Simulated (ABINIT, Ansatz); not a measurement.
# Cs2NaAlH6 (Fm-3m): bands and cutoff in G0W0 with ABINIT, part 2 of 2

Aim: raise bands and screening cutoff together for Cs2NaAlH6 (Fm-3m) and follow gap and time.

ABINIT 10.8.3; LDA and many-body steps on it, plane waves. Known limits of the many-body steps: not at the basis limit; no spin-orbit coupling; coarse k mesh.

So far. Step 3 (Screening, 2×2×2 mesh, 50 bands, screening to 62.6 eV): Local fields lower ε∞ by 13 %. On a Γ-centred mesh this coarse the value itself is usually too large, while a short band sum pulls it down. Step 4 (50 bands, 62.6 eV): The gap on the mesh goes from 1.76 eV to 3.57 eV, a correction of +1.82 eV.

## (6) 124 bands, 114.3 eV

This step: G0W0 on LDA, plane waves, norm-conserving pseudopotentials.

Contents of run.abi:

```
acell 3*1.0 Angstrom
rprim 
  -0.000000000000 4.312959000000 4.312959000000
  4.312959000000 -0.000000000000 4.312959000000
  4.312959000000 4.312959000000 -0.000000000000
ntypat 4
znucl 55 11 13 1
natom 10
typat 1 1 2 3 4 4 4 4 4 4
xred 
  0.250000000000 0.250000000000 0.250000000000
  0.750000000000 0.750000000000 0.750000000000
  0.500000000000 0.500000000000 0.500000000000
  -0.000000000000 -0.000000000000 0.000000000000
  0.208755000000 0.791245000000 0.791245000000
  0.208755000000 0.791245000000 0.208755000000
  0.791245000000 0.208755000000 0.791245000000
  0.791245000000 0.791245000000 0.208755000000
  0.208755000000 0.208755000000 0.791245000000
  0.791245000000 0.208755000000 0.208755000000
pp_dirpath "pseudos"
pseudos "Cs.upf, Na.upf, Al.upf, H.upf"
ecut 38
ngkpt 2 2 2
nshiftk 1
shiftk 0 0 0
kptopt 1
chksymbreak 0
istwfk *1
occopt 1
irdwfk 1
optdriver 4
nband 124
gwcalctyp 0
ecutsigx 38
symsigma 1
nkptgw 2
kptgw 
  0.5000000000 0.5000000000 0.0000000000
  0.0000000000 0.0000000000 0.0000000000
bdgw 
  17 20
  17 22
ecuteps 4.2
irdscr 1
ppmodel 1
indata_prefix "in"
outdata_prefix "out"
tmpdata_prefix "tmp"
```

Run with:

```sh
OMP_NUM_THREADS=1 mpirun -n 4 abinit run.abi > log
```

Numbers of over 12 decimals in the logs are rounded to 6 here.

The log of the run:

```text
.Version 10.8.3 of ABINIT. v10.8.2 released Aug 2026.

 Symmetries : space group Fm -3 m (#225); Bravais cF (face-center cubic)
[... echo of the input left out ...]
== DATASET  1 ==================================================================
-   mpi_nproc: 4, omp_nthreads: 1 (-1 if OMP is not activated)

--- !DatasetInfo
iteration_state: {dtset: 1, }
dimensions: {natom: 10, nkpt: 3, mband: 124, nsppol: 1, nspinor: 1, nspden: 1, mpw: 12150, }
cutoff_energies: {ecut:  38.0, pawecutdg:  -1.0, }
electrons: {nelect:   3.60000000E+01, charge:   0.00000000E+00, occopt:   1.00000000E+00, tsmear:   1.00000000E-02, }

 SIGMA: Calculation of the GW corrections

 Based on a program developped by R.W. Godby, V. Olevano, G. Onida, and L. Reining.
 Incorporated in ABINIT by V. Olevano, G.-M. Rignanese, and M. Torrent.
.Using double precision arithmetic ; gwpc =  8

[... cell and pseudopotentials left out ...]
--------------------------------------------------------------------------------

 ==== K-mesh for the wavefunctions ====
 Number of points in the irreducible wedge :     3
[... list of points left out ...]
 Together with 48 symmetry operations and time-reversal symmetry
 yields     8 points in the full Brillouin Zone.

 ==== Q-mesh for screening function ====
 Number of points in the irreducible wedge :     3
[... list of points left out ...]
 Together with 48 symmetry operations and time-reversal symmetry
 yields     8 points in the full Brillouin Zone.

 vcoul_init : cutoff-mode = AUXILIARY_FUNCTION
 q-points for optical limit:   1
     1)      0.000010    0.000020    0.000030
 setmesh: FFT mesh size selected  =    64x   64x   64
          total number of points  =       262144

 Number of electrons calculated from density =   36.0000; Expected =   36.0000
[...]
number of omega for Sigma on real axis              0
 max omega for Sigma on real axis  [eV]           0.00
 zcut for avoiding poles [eV]                     0.10

 EPSILON^-1 parameters (SCR file):
 dimension of the eps^-1 matrix on file            459
 dimension of the eps^-1 matrix used               459
 number of plane-waves for wavefunctions         12039
 number of bands                                   124
 number of q-points in IBZ                           3
 number of frequencies                               2
 number of real frequencies                          1
 number of imag frequencies                          1

 matrix elements of self-energy operator (all in [eV])

 Perturbative Calculation

--- !SelfEnergy_ee
iteration_state: {dtset: 1, }
kpoint     : [   0.500,    0.500,    0.000, ]
spin       : 1
KS_gap     :    3.447
QP_gap     :    5.327
Delta_QP_KS:    1.880
data: !SigmaeeData |
     Band     E0 <VxcDFT>   SigX SigC(E0)      Z dSigC/dE  Sig(E)    E-E0       E
       17   0.877 -10.223 -12.979   1.886   0.792  -0.263 -10.912  -0.689   0.188
       18   1.987 -10.799 -13.728   2.013   0.788  -0.269 -11.522  -0.722   1.265
       19   5.434  -7.988  -3.458  -3.140   0.833  -0.200  -6.830   1.158   6.592
[...]
--- !SelfEnergy_ee
iteration_state: {dtset: 1, }
kpoint     : [   0.000,    0.000,    0.000, ]
spin       : 1
KS_gap     :    2.221
QP_gap     :    3.979
Delta_QP_KS:    1.758
data: !SigmaeeData |
     Band     E0 <VxcDFT>   SigX SigC(E0)      Z dSigC/dE  Sig(E)    E-E0       E
[...]
21   7.544  -8.602  -3.839  -3.306   0.821  -0.218  -7.406   1.196   8.740
       22   7.544  -8.602  -3.839  -3.306   0.821  -0.218  -7.406   1.196   8.740

== END DATASET(S) ==============================================================
================================================================================

 -outvars: echo values of variables after computation  --------
           etotal      0.0000000000E+00
            nband         124
             nkpt           3
          spgroup         225
 [... the other variables as echoed above ...]

 Calculation completed.
```

It took 28 s on 4 MPI ranks of Arm Neoverse N1, shared host; peak memory 1.5 GiB; 1.9 min of CPU time.

Numbers from this step:

* G0W0 gap on the points computed: 3.554 eV
* starting gap on the mesh: 1.756 eV
* k of the valence top: 0.5, 0.5, 0
* k of the conduction bottom: 0, 0, 0
* Z at the valence top: 0.788
* Z at the conduction bottom: 0.83
* least direct G0W0 gap on the computed points: 3.979 eV

Against G0W0 in ABINIT (2×2×2 mesh, 50 bands, screening to 62.6 eV, Godby-Needs plasmon pole), the gap moves by −0.019 eV.

## (7) Screening, 2×2×2 mesh, 278 bands, screening to 176.9 eV

This step: RPA screening on LDA, plane waves, norm-conserving pseudopotentials.

Edit run.abi of step 6 so:

```diff
@@ -31,17 +31,8 @@
 irdwfk 1
-optdriver 4
-nband 124
-gwcalctyp 0
-ecutsigx 38
-symsigma 1
-nkptgw 2
-kptgw 
-  0.5000000000 0.5000000000 0.0000000000
-  0.0000000000 0.0000000000 0.0000000000
-bdgw 
-  17 20
-  17 22
-ecuteps 4.2
-irdscr 1
-ppmodel 1
+optdriver 3
+nband 278
+ecuteps 6.5
+inclvkb 2
+awtr 1
+symchi 1
 indata_prefix "in"
```

The log of the run:

```text
.Version 10.8.3 of ABINIT. v10.8.2 released Aug 2026.

 Symmetries : space group Fm -3 m (#225); Bravais cF (face-center cubic)
[... echo of the input left out ...]
== DATASET  1 ==================================================================
-   mpi_nproc: 4, omp_nthreads: 1 (-1 if OMP is not activated)

--- !DatasetInfo
iteration_state: {dtset: 1, }
dimensions: {natom: 10, nkpt: 3, mband: 278, nsppol: 1, nspinor: 1, nspden: 1, mpw: 12150, }
cutoff_energies: {ecut:  38.0, pawecutdg:  -1.0, }
[...]
--------------------------------------------------------------------------------
[... chi0 elements left out ...]
 For q-point:  0.000010 0.000020 0.000030
  dielectric constant =   4.3952
  dielectric constant without local fields =   5.0434

  Average fulfillment of the sum rule on Im[epsilon] for q-point    1 :     81.14  [%]
[... wings left out ...]
  q-point number  2        q = ( 0.500000, 0.000000, 0.000000) [r.l.u.]
--------------------------------------------------------------------------------
[... chi0 elements left out ...]
  Average fulfillment of the sum rule on Im[epsilon] for q-point    2 :     84.66  [%]

 [... 1 further q-points ...]
```

It took 2.6 min on 4 MPI ranks; peak memory 3 GiB; 10 min of CPU time.

This step gave:

| Item | Value |
| --- | --- |
| ε∞ with local fields, on this mesh, along the program's q direction | 4.395 |
| the same without local fields | 5.043 |
| plasma frequency | 17.59 eV |
| plane waves in the screening matrix | 869 |

## (8) 278 bands, 176.9 eV

This step: G0W0 on LDA, plane waves, norm-conserving pseudopotentials.

Edit run.abi of step 7 so:

```diff
@@ -31,8 +31,17 @@
 irdwfk 1
-optdriver 3
+optdriver 4
 nband 278
+gwcalctyp 0
+ecutsigx 38
+symsigma 1
+nkptgw 2
+kptgw 
+  0.5000000000 0.5000000000 0.0000000000
+  0.0000000000 0.0000000000 0.0000000000
+bdgw 
+  17 20
+  17 22
 ecuteps 6.5
-inclvkb 2
-awtr 1
-symchi 1
+irdscr 1
+ppmodel 1
 indata_prefix "in"
```

The log of the run:

```text
.Version 10.8.3 of ABINIT. v10.8.2 released Aug 2026.

 Symmetries : space group Fm -3 m (#225); Bravais cF (face-center cubic)
[... echo of the input left out ...]
== DATASET  1 ==================================================================
-   mpi_nproc: 4, omp_nthreads: 1 (-1 if OMP is not activated)

--- !DatasetInfo
iteration_state: {dtset: 1, }
dimensions: {natom: 10, nkpt: 3, mband: 278, nsppol: 1, nspinor: 1, nspden: 1, mpw: 12150, }
cutoff_energies: {ecut:  38.0, pawecutdg:  -1.0, }
[...]
Band     E0 <VxcDFT>   SigX SigC(E0)      Z dSigC/dE  Sig(E)    E-E0       E
[...]
21   7.544  -8.602  -3.839  -3.587   0.818  -0.222  -7.640   0.962   8.505
       22   7.544  -8.602  -3.839  -3.587   0.818  -0.222  -7.640   0.962   8.505

== END DATASET(S) ==============================================================
================================================================================

 -outvars: echo values of variables after computation  --------
           etotal      0.0000000000E+00
            nband         278
             nkpt           3
          spgroup         225
 [... the other variables as echoed above ...]

 Calculation completed.
```

It took 2.6 min on 4 MPI ranks; peak memory 2.6 GiB; 10 min of CPU time.

Numbers from this step:

- G0W0 gap on the points computed: 3.664 eV
- starting gap on the mesh: 1.756 eV
- k of the valence top: 0.5, 0.5, 0
- k of the conduction bottom: 0, 0, 0
- least direct G0W0 gap on the computed points: 4.065 eV

Against G0W0 in ABINIT (2×2×2 mesh, 124 bands, screening to 114.3 eV, Godby-Needs plasmon pole), the gap moves by +0.110 eV.

## (9) Side by side

Times are wall times on 4 MPI ranks of Arm Neoverse N1, shared host, good to a factor of about two. A run's time includes the screening step that it read.

```
                run   mesh  bands  screening cutoff (eV)  DFT gap (eV)  gap on the mesh (eV)  direct (eV)  ε∞ used     time
  50 bands, 62.6 eV  2×2×2     50                   62.6         1.756                 3.573        4.028     4.35     28 s
124 bands, 114.3 eV  2×2×2    124                  114.3         1.756                 3.554        3.979     4.38     85 s
278 bands, 176.9 eV  2×2×2    278                  176.9         1.756                 3.664        4.065     4.40  5.2 min
```

## (10) Summary of results

```yaml
50_bands_62p6_ev: 3.573 eV
124_bands_114p3_ev: 3.554 eV
278_bands_176p9_ev: 3.664 eV
known_limits: not at the basis limit; no spin-orbit coupling; coarse k mesh
```

From the first rung to the last the gap moves by +0.09 eV for 11 times the time. The gap turns back along the series, so no limit is drawn from it. In the G0W0 runs levels were corrected at 2 k points alone, so a gap called «on the mesh» is the least over those, and an edge elsewhere would be missed. The 2×2×2 mesh is coarse for this cell, which bears on the long-range parts of exchange and screening. The many-body steps are scalar-relativistic: spin-orbit coupling is not in them.

[Paths, hosts, dates, memory and timing lines, banners, echoed tables and standing remarks are left out of the program output.]

[Logs are printed without paths, hosts, clocks, repeated set-up lines and the standing remarks that a program may print on its own settings, such as how far it seeks lower states.]

[Runs of the session that timed out or met a known fault of the program may be left out.]

[Hosts, paths, dates, database ids (printed as entryN), source tags and the programs' standing remarks are cut or masked in the printed files.]

[G0W0 gaps are taken among the corrected bands and points alone; a level outside them can change the order at an edge.]

[Where Ansatz stands beside ABINIT at settings called matched, ABINIT's density can come from a denser mesh and the files from another edition; pairs whose starting gaps differed by over 0.03 eV were left out, so agreement reads better than it is.]
